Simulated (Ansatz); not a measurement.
# AlH3 (Fd-3m): G0W0 under other settings

A base run on AlH3 (Fd-3m), then changed inputs.

Main program and level: Ansatz 0.2.0; G0W0 on LDA, plane waves, PAW.

## Step 1: The starting structure

The structure is cubic, space group Fd-3m (No. 227). The conventional cell has a = 8.979 Å, b = 8.979 Å, c = 8.979 Å, α = 90.00°, β = 90.00°, γ = 90.00°. Al has 6 H at 1.71 Å nearest. H has 2 Al at 1.71 Å nearest. Farther neighbours are not listed.

The cell and positions are those that the Materials Project relaxed with its own functionals (PBE, PBE+U or r2SCAN), kept fixed. The default PAW set here is soft_2. Its files were made with PBE.

## Step 2: The base run: 2×2×2 mesh, 386 empty bands, screening to 96 eV

Now the one-shot GW correction: screening in the RPA, then the self-energy of the levels asked for.

Input file input.yaml:

```yaml
crystal:
  lattice:
    - [0.0, 4.48935055, 4.48935055]
    - [4.48935055, 0.0, 4.48935055]
    - [4.48935055, 4.48935055, 0.0]
  atoms:
    - { symbol: Al, position: [0.625, 0.125, 0.125] }
    - { symbol: Al, position: [0.125, 0.625, 0.125] }
    - { symbol: Al, position: [0.125, 0.125, 0.625] }
    - { symbol: Al, position: [0.125, 0.125, 0.125] }
    - { symbol: H, position: [0.80509041, 0.80509041, 0.19490959] }
    - { symbol: H, position: [0.19490959, 0.19490959, 0.80509041] }
    - { symbol: H, position: [0.80509041, 0.19490959, 0.80509041] }
    - { symbol: H, position: [0.19490959, 0.80509041, 0.19490959] }
    - { symbol: H, position: [0.19490959, 0.80509041, 0.80509041] }
    - { symbol: H, position: [0.80509041, 0.19490959, 0.19490959] }
    - { symbol: H, position: [0.44490959, 0.44490959, 0.05509041] }
    - { symbol: H, position: [0.05509041, 0.05509041, 0.44490959] }
    - { symbol: H, position: [0.44490959, 0.05509041, 0.44490959] }
    - { symbol: H, position: [0.05509041, 0.44490959, 0.05509041] }
    - { symbol: H, position: [0.05509041, 0.44490959, 0.44490959] }
    - { symbol: H, position: [0.44490959, 0.05509041, 0.05509041] }
kpoints:
  mp_grid: { grid: [2, 2, 2] }
hamiltonian:
  xc: lda
scf:
  occupations: { method: fixed }
gw:
  n_empty_bands: 386
  ecut_chi: 96
  qp_bands: [v4, c4]
  qp_kpoints: band_edges
  screening: { model: contour_deformation }
```

On the command line:

```bash
ansatz run input.yaml --threads 3 --pin off --max-ram 92160MiB --backend cuda --events-out ev --progress --plain --runs-dir out --devices 1 --max-vram 13GiB
```

Numbers of over 12 decimals in the logs are rounded to 6 here.

Log:

```text
GPUs: using 1 of 1 available (devices: 1).
Engine: ansatz 0.2.0, x86_64-unknown-linux-gnu
Pseudopotentials: kind: paw
Pseudopotential: Al, paw, valence charge 3, recommended cutoff 420 eV (normal), Al.paw.azcp
Pseudopotential: H, paw, valence charge 1, recommended cutoff 420 eV (normal), H.paw.azcp
Functional definition: SPW92
  exchange = slater_x
  correlation = pw_c
device memory: the entry about to start is reckoned to put 2.2 GiB on a device that reports 43.6 GiB free (of which the cap on the GPU budget leaves the run 13.0 GiB)
GPU FFT provider: cuFFT
GPU libraries: cuBLAS 13.8.2, cuFFT 12.4.0, cuSOLVER 12.3.4
Crystal: 16 atoms, lattice volume = 180.959 Å³
Basis set: ecut = 420 eV, 3527 PW (Γ)
Bands: 28, of which v1, the nominal top of the filled ones, is band 12 counted from 1 (11 counted from 0)
Symmetry: 48 space group operations
Space group: Fd-3m (ITA 227), of the structure as read, at distance tolerance 5.7e-5 Å
k-points: 3 of 8
Non-local potential: Al, projectors of the file, l = 0: 2, l = 1: 2, l = 2: 1
Non-local potential: H, projectors of the file, l = 0: 2, l = 1: 1
PAW form: soft (Blöchl's): semilocal exchange-correlation on the pseudo side does not see the compensation charge
PAW frozen core: Al, regenerated for the run's functional, and the local potential with it (the file was generated under x = pbe(κ = 0.804, μ = 0.219515), c = pbe(β = 0.066725))
PAW one-centre angular grid: Al, 110 points (default); XC on 64 Gauss nodes
PAW one-centre angular grid: H, 110 points (default); XC on 64 Gauss nodes
Initial density: superposition of atomic densities (neutral atoms: chi_scale 0, normalization atom), corrected by the library's trained network
Initial wavefunctions: pseudopotential atomic-orbital guess
GPU buffer pool allocated for 91125 grid points (all kernels)
GPU transforms: local potential and band sums: pruned to the plane-wave sphere, on 45×45×45
Functional: x = slater, c = lda
SCF iter   1: F=—  HF=-2238.952454 eV  |F-HF|=—  |Δ(HF+E_count)|=         —  Δρ=1.17e-2  dr2=1.76e-1  ethr=1.77e-3  ⟨swp⟩=4.7  Hψ=355  notcnv=0  defer=36
preconditioner: auto → none  [insulator: Δε(μ)=2.691 eV  Ē_g=10.674 eV  n_scr=14 (ndim 8)  ℏωp=13.5 eV  f_vac=0.153  ε∞_Penn≈2.6]
SCF iter   2: F=—  HF=-2238.895438 eV  |F-HF|=—  |Δ(HF+E_count)|=   5.70e-2  Δρ=3.69e-3  dr2=1.75e-2  ethr=7.32e-4  ⟨swp⟩=2.0  Hψ=116  notcnv=0  defer=40
SCF iter   3: F=—  HF=-2238.891439 eV  |F-HF|=—  |Δ(HF+E_count)|=   4.00e-3  Δρ=2.58e-4  dr2=1.00e-4  ethr=7.29e-5  ⟨swp⟩=2.7  Hψ=91  notcnv=0  defer=40
SCF iter   4: F=—  HF=-2238.891515 eV  |F-HF|=—  |Δ(HF+E_count)|=   7.64e-5  Δρ=7.09e-5  dr2=6.09e-6  ethr=4.17e-7  ⟨swp⟩=2.3  Hψ=92  notcnv=0  defer=39
[...]
NSCF: frozen V_eff on 1 k-points
device memory: the entry about to start is reckoned to put 0.5 GiB on a device that reports 42.6 GiB free (of which the cap on the GPU budget leaves the run 13.0 GiB)
NSCF: frozen V_eff on 1 k-points
SCF converged after 6 iterations
Free energy (F): -2238.891523 eV
Harris-Foulkes:  -2238.891523 eV  (|F-HF|=7.00e-11)
Internal energy: -2238.891523 eV  (E = F + TS)
E sigma→0 (E₀):  -2238.891523 eV
Fermi energy:    -0.140861 eV
--- Per-component energies (eV) ---
  E_band       = -98.651356
  E_kinetic    = 262.282257
  E_local      = -405.322077  (includes V_loc(G=0)·N_el)
  E_nonlocal   = 58.784538
  E_hartree    = 132.832919
  E_xc         = -263.956111
  E_vxc        = -256.507952  (∫ρ·V_xc dr)
  E_paw        = -1779.056691  (= ΣΔE_a)
  E_vpaw       = -23.538612  (= ΣTr[D̂ρ^β])
  E_aug_tail   = -0.015123  (compensation charges beyond the density's cutoff)
  E_ewald      = -244.664101
  E_core_change = 0.222866  (= ΣΔE_core)
  E_smearing   = -0.000000  (= −TS)
  E_closure    = 0.000000  (closes the sum)
  Σ components = -2238.891523   (vs F -2238.891523, Δ=0.00e0)
--- Band table (eV) ---
  k-point 0: bands = [... 8 lower, -3.7083, -3.7083, -0.1409, -0.1409, 2.9307, 4.3736, 4.3736, 4.3736, ... 12 higher]
  k-point 1: bands = [... 8 lower, -2.3278, -1.9142, -1.5020, -1.5020, 3.0935, 3.8733, 4.8784, 4.8784, ... 12 higher]
  k-point 2: bands = [... 8 lower, -2.2209, -2.2209, -1.5082, -1.5082, 2.7031, 2.7031, 5.3840, 5.3840, ... 12 higher]
--- G₀W₀: contour deformation, 6 samples at zero and on the imaginary axis and 1 off it, 8 q-points, 386 empty bands' worth ---
  eigenvalues of the whole cell's RPA ε∞ on this k-mesh (on a slab, of 1 + 4πα/V) = 3.6594, 3.6594, 3.6594; static W/v taken at q = 0 is 0.273267
  bands read: the sum over 398 bands ends inside a degenerate multiplet in 1 slot, whose members it reads at an even weight; the widest, k=0: bands 398 to 400 (counted from 1) at 1/3 each
  gw.qp_kpoints: band_edges: 3 of 3 stored k-points solved, in 1 pass; an edge of the gap read off the rows below is read off those points alone
    ik  band        ε_KS         Σx   Σc(E_QP)       V_xc       Z   E_QP_lin       E_QP  E_QP is
     0     9     -3.7083   -16.4416     3.2882   -11.7924  0.7289    -5.1208    -5.0693  root
     0    10     -3.7083   -16.4416     3.2882   -11.7924  0.7289    -5.1208    -5.0693  root
     0    11     -0.1409   -15.6659     2.0958   -12.2746  0.7689    -1.4620    -1.4364  root
     0    12     -0.1409   -15.6659     2.0958   -12.2746  0.7689    -1.4620    -1.4364  root
     0    13      2.9307    -2.9258    -3.4978    -7.0642  0.8147     3.5768     3.5713  root
     0    14      4.3736    -3.4319    -3.7242    -7.9035  0.8027     5.1297     5.1210  root
     0    15      4.3736    -3.4319    -3.7242    -7.9035  0.8027     5.1297     5.1210  root
     0    16      4.3736    -3.4319    -3.7242    -7.9035  0.8027     5.1297     5.1210  root
[...]
2    13      2.7031    -6.8681    -3.7510   -11.6637  0.7897     3.7632     3.7477  root
     2    14      2.7031    -6.8681    -3.7510   -11.6637  0.7897     3.7632     3.7477  root
     2    15      5.3840    -4.1164    -3.9398    -8.8248  0.7890     6.1621     6.1526  root
     2    16      5.3840    -4.1164    -3.9398    -8.8248  0.7890     6.1621     6.1526  root
```

It took 8.4 s on 1 × NVIDIA H100 80GB HBM3 (shared by 6 runs) with 3 threads of AMD EPYC 7R13 (Zen 3), shared host; peak memory 1.2 GiB.

In the SCF lines HF is the Harris–Foulkes energy and dr2 the Hartree energy of the density residual, in eV; the loop may stop once dr2 is under the threshold and the program's other checks hold. Hψ counts applications of the Hamiltonian.

Numbers from this step:

- bands summed: 398
- RPA ε∞ on this mesh (eigenvalues): 3.659, 3.659, 3.659
- plane waves in the screening matrix: 387
- q-points in the mesh: 8
- G0W0 gap on the mesh: 5.008 eV
- k of the valence top: 0, 0, 0
- k of the conduction bottom: 0, 0, 0
- starting gap on the mesh: 2.844 eV
- Z at the valence top: 0.7689
- Z at the conduction bottom: 0.8147
- least direct G0W0 gap on the computed points: 5.008 eV

The gap on the mesh goes from 2.84 eV to 5.01 eV, a correction of +2.16 eV, though a band edge has moved to another state.

## Step 3: Variant: guard bands

input.yaml, as its differences from that of step 2:

```diff
@@ -29,4 +29,4 @@
 gw:
-  n_empty_bands: 386
-  ecut_chi: 96
+  n_empty_bands: 294
+  ecut_chi: 80
   qp_bands: [v4, c4]
@@ -34 +34,2 @@
   screening: { model: contour_deformation }
+  n_guard_bands: 2
```

Log:

```text
GPUs: using 1 of 1 available (devices: 1).
[...]
GPU FFT provider: cuFFT
GPU libraries: cuBLAS 13.8.2, cuFFT 12.4.0, cuSOLVER 12.3.4
Crystal: 16 atoms, lattice volume = 180.959 Å³
Basis set: ecut = 420 eV, 3527 PW (Γ)
Bands: 28, of which v1, the nominal top of the filled ones, is band 12 counted from 1 (11 counted from 0)
[... 1 set-up line as in the run before ...]
[...]
k-points: 3 of 8
[...]
GPU buffer pool allocated for 91125 grid points (all kernels)
[...]
SCF iter   1: F=—  HF=-2238.952454 eV  |F-HF|=—  |Δ(HF+E_count)|=         —  Δρ=1.17e-2  dr2=1.76e-1  ethr=1.77e-3  ⟨swp⟩=4.7  Hψ=355  notcnv=0  defer=36
[...]
SCF iter   6: F=-2238.891523 eV  HF=-2238.891523 eV  |F-HF|=7.00e-11  |Δ(HF+E_count)|=   2.03e-9  Δρ=4.10e-7  dr2=3.44e-10  ethr=6.01e-11  ⟨swp⟩=10.7  Hψ=549  notcnv=0
SCF 1 converged in 6 iterations: F = -2238.891523 eV  dr2 = 3.44e-10
[...]
NSCF: frozen V_eff on 3 k-points
[...]
G₀W₀ screening: q 1/3
[... further progress lines ...]
[...]
SCF converged after 6 iterations
Free energy (F): -2238.891523 eV
[...]
Internal energy: -2238.891523 eV  (E = F + TS)
E sigma→0 (E₀):  -2238.891523 eV
Fermi energy:    -0.140861 eV
[...]
--- Band table (eV) ---
  k-point 0: bands = [... 8 lower, -3.7083, -3.7083, -0.1409, -0.1409, 2.9307, 4.3736, 4.3736, 4.3736, ... 12 higher]
  k-point 1: bands = [... 8 lower, -2.3278, -1.9142, -1.5020, -1.5020, 3.0935, 3.8733, 4.8784, 4.8784, ... 12 higher]
  k-point 2: bands = [... 8 lower, -2.2209, -2.2209, -1.5082, -1.5082, 2.7031, 2.7031, 5.3840, 5.3840, ... 12 higher]
[...]
0     9     -3.7083   -16.4416     3.3491   -11.7924  0.7297    -5.0551    -5.0084  root
     0    10     -3.7083   -16.4416     3.3491   -11.7924  0.7297    -5.0551    -5.0084  root
     0    11     -0.1409   -15.6659     2.1892   -12.2746  0.7703    -1.3648    -1.3429  root
     0    12     -0.1409   -15.6659     2.1892   -12.2746  0.7703    -1.3648    -1.3429  root
     0    13      2.9307    -2.9258    -3.4790    -7.0642  0.8148     3.5960     3.5901  root
     0    14      4.3736    -3.4319    -3.6989    -7.9035  0.8028     5.1556     5.1463  root
     0    15      4.3736    -3.4319    -3.6989    -7.9035  0.8028     5.1556     5.1463  root
     0    16      4.3736    -3.4319    -3.6989    -7.9035  0.8028     5.1556     5.1463  root
[...]
2    13      2.7031    -6.8681    -3.7129   -11.6637  0.7899     3.8026     3.7858  root
     2    14      2.7031    -6.8681    -3.7129   -11.6637  0.7899     3.8026     3.7858  root
     2    15      5.3840    -4.1164    -3.9022    -8.8248  0.7894     6.2008     6.1902  root
     2    16      5.3840    -4.1164    -3.9022    -8.8248  0.7894     6.2008     6.1902  root
```

Run time: 9.3 s. Hardware: 1 × NVIDIA H100 80GB HBM3 (shared by 6 runs) with 3 threads; peak memory 1.1 GiB.

The G0W0 gap on the mesh is 4.933 eV.

Against the base:

| setting | base | variant |
| --- | --- | --- |
| empty bands | 386 | 294 |
| screening cutoff (eV) | 96 | 80 |
| n guard bands | - | 2 |

| quantity | variant | base |
| --- | --- | --- |
| starting gap on the mesh | 2.844 | 2.844 |
| G0W0 gap on the mesh | 4.933 | 5.008 |
| least direct G0W0 gap on the computed points | 4.933 | 5.008 |
| Z at the valence top | 0.770 | 0.769 |
| Z at the conduction bottom | 0.815 | 0.815 |

## Step 4: Variant: accuracy level

input.yaml, as its differences from that of step 3:

```diff
@@ -29,4 +29,4 @@
 gw:
-  n_empty_bands: 294
-  ecut_chi: 80
+  n_empty_bands: 410
+  ecut_chi: 100
   qp_bands: [v4, c4]
@@ -34,2 +34,2 @@
   screening: { model: contour_deformation }
-  n_guard_bands: 2
+accuracy: high
```

Log:

```text
GPUs: using 1 of 1 available (devices: 1).
[...]
GPU FFT provider: cuFFT
GPU libraries: cuBLAS 13.8.2, cuFFT 12.4.0, cuSOLVER 12.3.4
Crystal: 16 atoms, lattice volume = 180.959 Å³
Basis set: ecut = 420 eV, 3527 PW (Γ)
Bands: 28, of which v1, the nominal top of the filled ones, is band 12 counted from 1 (11 counted from 0)
[... 1 set-up line as in the run before ...]
[...]
k-points: 3 of 8
[...]
GPU buffer pool allocated for 125000 grid points (all kernels)
[...]
SCF iter   1: F=—  HF=-2238.952249 eV  |F-HF|=—  |Δ(HF+E_count)|=         —  Δρ=1.17e-2  dr2=1.76e-1  ethr=1.77e-3  ⟨swp⟩=4.7  Hψ=355  notcnv=0  defer=36
[...]
SCF iter   6: F=-2238.891524 eV  HF=-2238.891524 eV  |F-HF|=6.37e-11  |Δ(HF+E_count)|=   2.10e-9  Δρ=4.08e-7  dr2=3.40e-10  ethr=5.98e-11  ⟨swp⟩=10.3  Hψ=548  notcnv=0
SCF 1 converged in 6 iterations: F = -2238.891524 eV  dr2 = 3.40e-10
[...]
G₀W₀ screening: q 1/3
[... further progress lines ...]
[...]
SCF converged after 6 iterations
Free energy (F): -2238.891524 eV
[...]
Internal energy: -2238.891524 eV  (E = F + TS)
E sigma→0 (E₀):  -2238.891524 eV
Fermi energy:    -0.140861 eV
[...]
--- Band table (eV) ---
  k-point 0: bands = [... 8 lower, -3.7083, -3.7083, -0.1409, -0.1409, 2.9307, 4.3736, 4.3736, 4.3736, ... 12 higher]
  k-point 1: bands = [... 8 lower, -2.3278, -1.9142, -1.5020, -1.5020, 3.0935, 3.8733, 4.8784, 4.8784, ... 12 higher]
  k-point 2: bands = [... 8 lower, -2.2209, -2.2209, -1.5082, -1.5082, 2.7031, 2.7031, 5.3840, 5.3840, ... 12 higher]
[...]
0     9     -3.7083   -16.4416     3.2754   -11.7924  0.7289    -5.1340    -5.0820  root
     0    10     -3.7083   -16.4416     3.2754   -11.7924  0.7289    -5.1340    -5.0820  root
     0    11     -0.1409   -15.6659     2.0769   -12.2746  0.7687    -1.4817    -1.4553  root
     0    12     -0.1409   -15.6659     2.0769   -12.2746  0.7687    -1.4817    -1.4553  root
     0    13      2.9307    -2.9258    -3.5022    -7.0642  0.8147     3.5724     3.5669  root
     0    14      4.3736    -3.4319    -3.7297    -7.9035  0.8026     5.1240     5.1155  root
     0    15      4.3736    -3.4319    -3.7297    -7.9035  0.8026     5.1240     5.1155  root
     0    16      4.3736    -3.4319    -3.7297    -7.9035  0.8026     5.1240     5.1155  root
[...]
2    13      2.7031    -6.8681    -3.7589   -11.6637  0.7896     3.7550     3.7398  root
     2    14      2.7031    -6.8681    -3.7589   -11.6637  0.7896     3.7550     3.7398  root
     2    15      5.3840    -4.1164    -3.9489    -8.8248  0.7895     6.1543     6.1435  root
     2    16      5.3840    -4.1164    -3.9489    -8.8248  0.7895     6.1543     6.1435  root
```

Run time: 9.6 s. Hardware: 1 × NVIDIA H100 80GB HBM3 (shared by 6 runs) with 3 threads; peak memory 1.2 GiB.

The G0W0 gap on the mesh is 5.022 eV.

Against the base:

| setting | base | variant |
| --- | --- | --- |
| empty bands | 386 | 410 |
| screening cutoff (eV) | 96 | 100 |
| accuracy | - | high |

| quantity | variant | base |
| --- | --- | --- |
| starting gap on the mesh | 2.844 | 2.844 |
| G0W0 gap on the mesh | 5.022 | 5.008 |
| least direct G0W0 gap on the computed points | 5.022 | 5.008 |
| Z at the valence top | 0.769 | 0.769 |
| Z at the conduction bottom | 0.815 | 0.815 |

## Step 5: Outcome

| Quantity | Value |
| --- | --- |
| base | 5.01 eV, 8.4 s |
| guard bands | 4.93 eV, 9.3 s |
| accuracy level | 5.02 eV, 9.6 s |

Guard bands: the gap moves by −0.07 eV. The variant differs from the base in empty bands, screening cutoff and n guard bands together, so the change can't be laid to one of them. Accuracy level: the gap moves by +0.01 eV. The variant differs from the base in empty bands, screening cutoff and accuracy together, so the change can't be laid to one of them. All runs here use a coarse mesh and modest cutoffs; they test settings and are not final values. The 2×2×2 mesh is coarse for this cell (its supercell is 13 Å along the shortest edge). The RPA ε∞ on it, from the LDA start, is 3.66; such meshes misread the long-range screening, most where the gap is narrow.

[Paths, hosts, dates, memory and timing lines, banners, echoed tables and standing remarks are left out of the program output.]

[Logs are printed without paths, hosts, clocks, repeated set-up lines and the standing remarks that a program may print on its own settings, such as how far it seeks lower states.]

[Runs of the session that timed out or met a known fault of the program may be left out.]

[Cells called generated may have been cut or substituted from an entry of the Crystallography Open Database or the Materials Project.]

[Hosts, paths, dates, database ids (printed as entryN), source tags and the programs' standing remarks are cut or masked in the printed files.]
